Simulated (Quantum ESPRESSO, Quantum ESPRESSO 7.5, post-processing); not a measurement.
## Na(100), 5 layers: test of the smearing

Which setting serves for Na(100), 5 layers? The runs below step through one kind of setting.

Method: plane-wave DFT, PBE, SSSP efficiency pseudopotentials, in Quantum ESPRESSO 7.5.

Report form: the programs' logs are mostly left out.

**1. The structure**

The cell holds 5 atoms: 5 Na. Cell: a = 4.230 Å, b = 4.230 Å, c = 24.460 Å, α = 90.0°, β = 90.0°, γ = 90.0°. It derives from Na. Vacuum lies along c.

**2. Self-consistent run: mv smearing, 0.01 Ry**

The first run is the reference of the series.

Contents of c0.in:

```
&control
  prefix = 'c0'
  outdir = './out'
  pseudo_dir = './pseudo'
  calculation = 'scf'
  tprnfor = .true.
/
&system
  ibrav = 0
  nat = 5
  ntyp = 1
  ecutwfc = 45
  ecutrho = 360
  occupations = 'smearing'
  smearing = 'mv'
  degauss = 0.01
  assume_isolated = 'esm'
  esm_bc = 'bc1'
/
&electrons
  conv_thr = 1e-07
  mixing_beta = 0.4
  electron_maxstep = 120
  mixing_mode = 'local-TF'
/
ATOMIC_SPECIES
  Na  22.9898  na_pbe_v1.5.uspp.F.UPF
CELL_PARAMETERS angstrom
  4.23000000000000 0.00000000000000 0.00000000000000
  0.00000000000000 4.23000000000000 0.00000000000000
  0.00000000000000 0.00000000000000 24.46000000000000
ATOMIC_POSITIONS crystal
  Na  0.000000000000 0.000000000000 -0.172935404742
  Na  0.500000000000 0.500000000000 -0.086467702371
  Na  0.000000000000 0.000000000000 0.000000000000
  Na  0.500000000000 0.500000000000 0.086467702371
  Na  0.000000000000 0.000000000000 0.172935404742
K_POINTS automatic
  8 8 1 0 0 0
```

Started as:

```
$ OMP_NUM_THREADS=1 mpirun -n 4 pw.x -nk 4 -in c0.in > c0.out
```

Elapsed: 32 s, on 4 MPI ranks of AMD EPYC 9R45, shared host; peak memory 0.97 GiB.

This step gave:

```
free energy                                                    : -6485.7089 eV
Fermi energy                                                   : -2.563 eV
vacuum line at the lower end of the cell, over the Fermi level : 2.563 eV
vacuum line at the upper end of the cell, over the Fermi level : 2.563 eV
```

The potential energy, planar mean oscillates, so the rows of the table below give means over windows of 2.12 Å about each position, cut where the curve ends. Its maxima inside the range that stand out by 2 % of the span (Å: eV): -4.2: 17.3, -2.1: 17.4, 0.0: 17.5, 2.1: 17.4, 4.2: 17.3. Its minima: -5.0: 0.823, -3.4: 0.651, -1.3: 0.589, 1.3: 0.589, 3.4: 0.651, 5.0: 0.823.

Electrostatic potential energy of an electron; zero at the Fermi level. The potential energy, planar mean by z; means over each step:

```
 z (Å)  potential energy, planar mean (eV)
-11.17                                2.56
 -9.05                                2.56
 -6.93                                2.44
 -4.81                                7.17
 -2.69                                7.15
 -0.57                                7.10
  1.55                                7.13
  3.67                                7.13
  5.79                                2.07
  7.91                                2.54
 10.03                                2.56
```

The program's own clock; routines nest. Time by routine:

```
  routine  wall time (s)  calls
    PWSCF          30.89      1
electrons           27.8      1
  c_bands          17.77     15
  cegterg          14.56     60
    h_psi           9.55    767
     fftw           7.15  13208
 vloc_psi           7.09    767
 sum_band           3.22     15
  mix_rho           2.93     15
 init_run           2.62      1
 v_of_rho           2.23     15
     newd           1.74     15
     ffts           1.66   1361
   calbec           1.54    843
```

The vacuum levels are read from the outermost 0.7 Å of the cell on either side.

The run needed 14 iterations to bring the estimated error under 1e-07 Ry; the largest force on any atom, held or free, is 0.01 eV/Å.

Inside the slab this potential holds the local part of the pseudopotentials, which can be repulsive at the nuclei; only its value in the vacuum has a meaning of its own.

**3. SCF with pw.x: mv smearing, 0.02 Ry**

c1.in is the input of step 2 with these lines changed:

```diff
@@ -1,3 +1,3 @@
 &control
-  prefix = 'c0'
+  prefix = 'c1'
   outdir = './out'
@@ -15,3 +15,3 @@
   smearing = 'mv'
-  degauss = 0.01
+  degauss = 0.02
   assume_isolated = 'esm'
```

Started as:

```
$ OMP_NUM_THREADS=1 mpirun -n 4 pw.x -nk 4 -in c1.in > c1.out
```

It took 31 s on 4 MPI ranks; peak memory 1.2 GiB; 2.1 min of CPU time.

Read from the output:

* free energy: -6485.7178 eV
* Fermi energy: -2.576 eV
* vacuum line at the lower end of the cell, over the Fermi level: 2.576 eV
* vacuum line at the upper end of the cell, over the Fermi level: 2.576 eV

The program's own clock; routines nest. Time by routine:

```
  routine  wall time (s)  calls
    PWSCF          30.83      1
electrons          27.72      1
  c_bands          17.75     15
  cegterg          14.56     60
    h_psi           9.52    804
     fftw           7.12  13282
 vloc_psi           7.04    804
 sum_band           3.19     15
  mix_rho           2.91     15
 init_run           2.63      1
 v_of_rho           2.23     15
     newd           1.75     15
     ffts           1.66   1363
   calbec           1.55    880
```

Counted from each run's own zero (the Fermi level), the vacuum level differs from the first run's by +13 meV.

**4. SCF with pw.x: mv smearing, 0.04 Ry**

c2.in is the input of step 3 with these lines changed:

```diff
@@ -1,3 +1,3 @@
 &control
-  prefix = 'c1'
+  prefix = 'c2'
   outdir = './out'
@@ -15,3 +15,3 @@
   smearing = 'mv'
-  degauss = 0.02
+  degauss = 0.04
   assume_isolated = 'esm'
```

Started as:

```
$ OMP_NUM_THREADS=1 mpirun -n 4 pw.x -nk 4 -in c2.in > c2.out
```

The job ended after 38 s (4 MPI ranks; peak memory 1.3 GiB; 2.5 min of CPU time).

Numbers from this step:

```
free energy                                                    : -6485.7343 eV
Fermi energy                                                   : -2.631 eV
vacuum line at the lower end of the cell, over the Fermi level : 2.631 eV
vacuum line at the upper end of the cell, over the Fermi level : 2.631 eV
```

The program's own clock; routines nest. Time by routine:

```
  routine  wall time (s)  calls
    PWSCF          37.23      1
electrons          34.13      1
  c_bands          21.17     19
  cegterg          17.01     76
    h_psi          11.15    849
     fftw           8.42  16058
 vloc_psi            8.3    849
 sum_band           4.03     19
  mix_rho           3.95     19
 v_of_rho           2.84     19
 init_run           2.62      1
     newd           2.18     19
     ffts           2.11   1869
   calbec           1.79    941
```

Counted from each run's own zero (the Fermi level), the vacuum level differs from the first run's by +67 meV.

**5. Self-consistent run: mp smearing, 0.02 Ry**

c3.in is the input of step 4 with these lines changed:

```diff
@@ -1,3 +1,3 @@
 &control
-  prefix = 'c2'
+  prefix = 'c3'
   outdir = './out'
@@ -14,4 +14,4 @@
   occupations = 'smearing'
-  smearing = 'mv'
-  degauss = 0.04
+  smearing = 'mp'
+  degauss = 0.02
   assume_isolated = 'esm'
```

Started as:

```
$ OMP_NUM_THREADS=1 mpirun -n 4 pw.x -nk 4 -in c3.in > c3.out
```

Run time: 32 s. Hardware: 4 MPI ranks; peak memory 0.97 GiB.

This step gave:

```
free energy                                                    : -6485.7098 eV
Fermi energy                                                   : -2.588 eV
vacuum line at the lower end of the cell, over the Fermi level : 2.588 eV
vacuum line at the upper end of the cell, over the Fermi level : 2.588 eV
```

The program's own clock; routines nest. Time by routine:

```
  routine  wall time (s)  calls
    PWSCF          31.22      1
electrons          28.12      1
  c_bands          18.14     15
  cegterg          14.28     60
    h_psi            9.3    751
     fftw           6.92  13092
 vloc_psi           6.89    751
 sum_band           3.21     15
  mix_rho           2.89     15
 init_run           2.63      1
 v_of_rho           2.22     15
     newd           1.76     15
     ffts           1.68   1359
   calbec           1.52    827
```

Counted from each run's own zero (the Fermi level), the vacuum level differs from the first run's by +25 meV.

**6. SCF with pw.x: gaussian smearing, 0.01 Ry**

c4.in is the input of step 5 with these lines changed:

```diff
@@ -1,3 +1,3 @@
 &control
-  prefix = 'c3'
+  prefix = 'c4'
   outdir = './out'
@@ -14,4 +14,4 @@
   occupations = 'smearing'
-  smearing = 'mp'
-  degauss = 0.02
+  smearing = 'gaussian'
+  degauss = 0.01
   assume_isolated = 'esm'
```

Started as:

```
$ OMP_NUM_THREADS=1 mpirun -n 4 pw.x -nk 4 -in c4.in > c4.out
```

Run time: 31 s. Hardware: 4 MPI ranks; peak memory 1.4 GiB.

Read from the output:

| Property | Result |
| --- | --- |
| free energy | -6485.7224 eV |
| energy at zero smearing | -6485.7078 eV |
| Fermi energy | -2.585 eV |
| vacuum line at the lower end of the cell, over the Fermi level | 2.585 eV |
| vacuum line at the upper end of the cell, over the Fermi level | 2.585 eV |

The program's own clock; routines nest. Time by routine:

```
  routine  wall time (s)  calls
    PWSCF          30.68      1
electrons          27.57      1
  c_bands          17.57     15
  cegterg          14.09     60
    h_psi           9.19    734
     fftw           6.89  12936
 vloc_psi           6.77    734
 sum_band           3.21     15
  mix_rho           2.91     15
 init_run           2.63      1
 v_of_rho           2.31     15
     newd           1.67     15
     ffts           1.67   1359
   calbec           1.52    810
```

Counted from each run's own zero (the Fermi level), the vacuum level differs from the first run's by +22 meV.

**7. Self-consistent run: gaussian smearing, 0.03 Ry**

c5.in is the input of step 6 with these lines changed:

```diff
@@ -1,3 +1,3 @@
 &control
-  prefix = 'c4'
+  prefix = 'c5'
   outdir = './out'
@@ -15,3 +15,3 @@
   smearing = 'gaussian'
-  degauss = 0.01
+  degauss = 0.03
   assume_isolated = 'esm'
```

Started as:

```
$ OMP_NUM_THREADS=1 mpirun -n 4 pw.x -nk 4 -in c5.in > c5.out
```

Run time: 42 s. Hardware: 4 MPI ranks; peak memory 1.3 GiB.

This step gave:

| Item | Value |
| --- | --- |
| free energy | -6485.8283 eV |
| energy at zero smearing | -6485.7145 eV |
| Fermi energy | -2.661 eV |
| vacuum line at the lower end of the cell, over the Fermi level | 2.661 eV |
| vacuum line at the upper end of the cell, over the Fermi level | 2.661 eV |

The program's own clock; routines nest. Time by routine:

```
  routine  wall time (s)  calls
    PWSCF          41.36      1
electrons          38.24      1
  c_bands           22.8     22
  cegterg          18.49     88
    h_psi          12.22    907
     fftw           9.44  17562
 vloc_psi           9.14    907
  mix_rho           4.79     22
 sum_band           4.76     22
 v_of_rho           3.32     22
 init_run           2.64      1
     newd           2.58     22
     ffts           2.46   2242
   calbec           1.95   1011
```

Counted from each run's own zero (the Fermi level), the vacuum level differs from the first run's by +98 meV.

**8. Self-consistent run: fd smearing, 0.002 Ry**

c6.in is the input of step 7 with these lines changed:

```diff
@@ -1,3 +1,3 @@
 &control
-  prefix = 'c5'
+  prefix = 'c6'
   outdir = './out'
@@ -14,4 +14,4 @@
   occupations = 'smearing'
-  smearing = 'gaussian'
-  degauss = 0.03
+  smearing = 'fd'
+  degauss = 0.002
   assume_isolated = 'esm'
```

Started as:

```
$ OMP_NUM_THREADS=1 mpirun -n 4 pw.x -nk 4 -in c6.in > c6.out
```

The job ended after 31 s (4 MPI ranks; peak memory 0.98 GiB; 2.1 min of CPU time).

Read from the output:

* free energy: -6485.7104 eV
* energy at zero smearing: -6485.7054 eV
* Fermi energy: -2.560 eV
* vacuum line at the lower end of the cell, over the Fermi level: 2.560 eV
* vacuum line at the upper end of the cell, over the Fermi level: 2.560 eV

The program's own clock; routines nest. Time by routine:

```
  routine  wall time (s)  calls
    PWSCF          30.74      1
electrons          27.61      1
  c_bands          17.54     15
  cegterg           14.3     60
    h_psi           9.33    746
     fftw           7.01  13116
 vloc_psi           6.92    746
 sum_band           3.26     15
  mix_rho           2.87     15
 init_run           2.65      1
 v_of_rho           2.27     15
     newd           1.78     15
     ffts           1.66   1361
   calbec           1.51    822
```

Counted from each run's own zero (the Fermi level), the vacuum level differs from the first run's by -3 meV.

**9. SCF with pw.x: fd smearing, 0.01 Ry**

c7.in is the input of step 8 with these lines changed:

```diff
@@ -1,3 +1,3 @@
 &control
-  prefix = 'c6'
+  prefix = 'c7'
   outdir = './out'
@@ -15,3 +15,3 @@
   smearing = 'fd'
-  degauss = 0.002
+  degauss = 0.01
   assume_isolated = 'esm'
```

Started as:

```
$ OMP_NUM_THREADS=1 mpirun -n 4 pw.x -nk 4 -in c7.in > c7.out
```

Run time: 36 s. Hardware: 4 MPI ranks; peak memory 0.96 GiB.

Read from the output:

* free energy: -6485.7969 eV
* energy at zero smearing: -6485.7124 eV
* Fermi energy: -2.639 eV
* vacuum line at the lower end of the cell, over the Fermi level: 2.639 eV
* vacuum line at the upper end of the cell, over the Fermi level: 2.639 eV

The program's own clock; routines nest. Time by routine:

```
  routine  wall time (s)  calls
    PWSCF          34.97      1
electrons          31.83      1
  c_bands          20.11     17
  cegterg          16.49     68
    h_psi          10.79    839
     fftw           8.16  14762
 vloc_psi           8.04    839
 sum_band           3.69     17
  mix_rho           3.55     17
 init_run           2.66      1
 v_of_rho           2.64     17
     newd           1.93     17
     ffts           1.88   1615
   calbec           1.72    923
```

Counted from each run's own zero (the Fermi level), the vacuum level differs from the first run's by +76 meV.

**10. Self-consistent run: fd smearing, 0.03 Ry**

c8.in is the input of step 9 with these lines changed:

```diff
@@ -1,3 +1,3 @@
 &control
-  prefix = 'c7'
+  prefix = 'c8'
   outdir = './out'
@@ -15,3 +15,3 @@
   smearing = 'fd'
-  degauss = 0.01
+  degauss = 0.03
   assume_isolated = 'esm'
```

Started as:

```
$ OMP_NUM_THREADS=1 mpirun -n 4 pw.x -nk 4 -in c8.in > c8.out
```

Elapsed: 37 s, on 4 MPI ranks; peak memory 1.1 GiB; 2.4 min of CPU time.

This step gave:

- free energy: -6486.4466 eV
- energy at zero smearing: -6485.7271 eV
- Fermi energy: -2.927 eV
- vacuum line at the lower end of the cell, over the Fermi level: 2.927 eV
- vacuum line at the upper end of the cell, over the Fermi level: 2.927 eV

The program's own clock; routines nest. Time by routine:

```
  routine  wall time (s)  calls
    PWSCF          36.04      1
electrons          32.92      1
  c_bands          22.14     16
  cegterg          17.87     64
    h_psi          11.35    963
 vloc_psi           8.31    963
     fftw           8.31  15484
 sum_band           3.47     16
  mix_rho           3.09     16
 init_run           2.65      1
 v_of_rho           2.46     16
     newd           1.85     16
   calbec           1.85   1043
     ffts           1.75   1434
```

Counted from each run's own zero (the Fermi level), the vacuum level differs from the first run's by +363 meV.

**11. The series side by side**

All levels:

```
                     level  vacuum level over the Fermi level (eV)  its change from the first (meV)  energy from the first (meV an atom)  SCF iterations  wall time (s)  peak memory (GiB)  CPU time (s)
      mv smearing, 0.01 Ry                                   2.563                                0                                    0              14          31.54               0.97         125.4
      mv smearing, 0.02 Ry                                   2.576                             12.6                               -1.771              14          31.48               1.18         125.1
      mv smearing, 0.04 Ry                                   2.631                             67.4                               -5.082              18          37.88               1.33         150.7
      mp smearing, 0.02 Ry                                   2.588                             24.9                              -0.1757              14          31.87               0.97         126.7
gaussian smearing, 0.01 Ry                                   2.585                             21.8                               0.2239              14          31.33               1.37         124.5
gaussian smearing, 0.03 Ry                                   2.661                             97.9                               -1.113              21          42.01               1.31         167.2
     fd smearing, 0.002 Ry                                    2.56                             -3.4                               0.7001              14          31.39               0.98         124.8
      fd smearing, 0.01 Ry                                   2.639                             75.6                              -0.6918              16          35.62               0.96         141.7
      fd smearing, 0.03 Ry                                   2.927                            363.4                               -3.635              15          36.69                1.1           146
```

**12. Outcome**

```yaml
vacuum_level_over_the_fermi_level_mv_smearing_0p01_ry: 2.563 eV
widest_smearing_within_20_mev_of_the_first: mv smearing, 0.02 Ry: +13 meV
setting_with_the_largest_shift_of_the_level: fd smearing, 0.03 Ry: +363 meV
```

In words: The widest smearing within 20 meV of the first is mv smearing, 0.02 Ry: +13 meV. Over the series the energy moves by up to 5.08 meV an atom and the vacuum level by up to 363 meV. Energies are compared after the usual extrapolation to zero width for Gaussian and Fermi-Dirac smearing, and as printed for mv and mp. The mesh was not varied: narrow widths need more k-points than wide ones, so they want a mesh test of their own. Equal degauss is not equal width: Fermi-Dirac tails reach much further, and 0.03 Ry is an electron temperature of 4,700 K, which shifts the chemical potential and the surface dipole. The cost is much the same throughout. The times come from a shared host and are rough. Peak memory is sampled during the run and can miss the peak. The geometry is as built, not relaxed.

[Logs are printed without paths, hosts, clocks, repeated set-up lines and the standing remarks that a program may print on its own settings, such as how far it seeks lower states.]

[Hosts, paths, dates, database ids (printed as entryN), source tags and the programs' standing remarks are cut or masked in the printed files.]

[Maps of the electrostatic potential energy from Ansatz leave out the sawtooth potential of an applied field or a dipole correction, so their vacuum need not be flat; planar profiles and work functions include it.]
